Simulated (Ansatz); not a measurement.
# A thicker film of ZnO (10-10) from four thinner ones

In a field along its normal an insulating film takes a dipole p. Written as a length, p/(ε₀AE), it should grow by 1 − 1/ε for each ångström added.

How it was computed: Ansatz 0.2.0, plane waves with PAW datasets (its set soft_2), PBE; wurtzite films relaxed at a bulk in-plane lattice constant near the measured one, then held in weak fields of both signs with a dipole correction (A is the cell's area, E the outer field).

| run | distance between the outer atoms (Å) | p/(ε₀AE) (Å) |
| --- | --- | --- |
| 3 units | 6.782 | 6.963 |
| 4 units | 9.639 | 9.293 |
| 5 units | 12.510 | 11.616 |
| 6 units | 15.385 | 13.941 |
| 8 units | 21.138 | ? |

**Question.** What value belongs in the row marked “?”, and how far can the other rows tell?

A least-squares line through the 4 rows shown has slope 0.8109 and intercept 1.4693; no row lies more than 0.007 Å off it. That slope means ε = 1/(1 − 0.8109) = 5.29. At 21.138 it gives 0.8109 × 21.138 + 1.4693 = 18.610 Å, beyond the rows fitted. Rounding and scatter of the rows alone allow about ±0.017 Å there.

The run itself gives 18.596 Å: a miss of −0.014 Å, or 0.1 % of the value. The length is met to within 1 %, though ε is more sensitive than the length: the two thickest films give ε = 5.24.

**Limits.** This is the electronic response alone. A unit is one step of the cut along the normal (a plane, a pair of planes or a cell), and the layers relax along it, away from their bulk spacing where the functional's lattice constant differs from the one held.
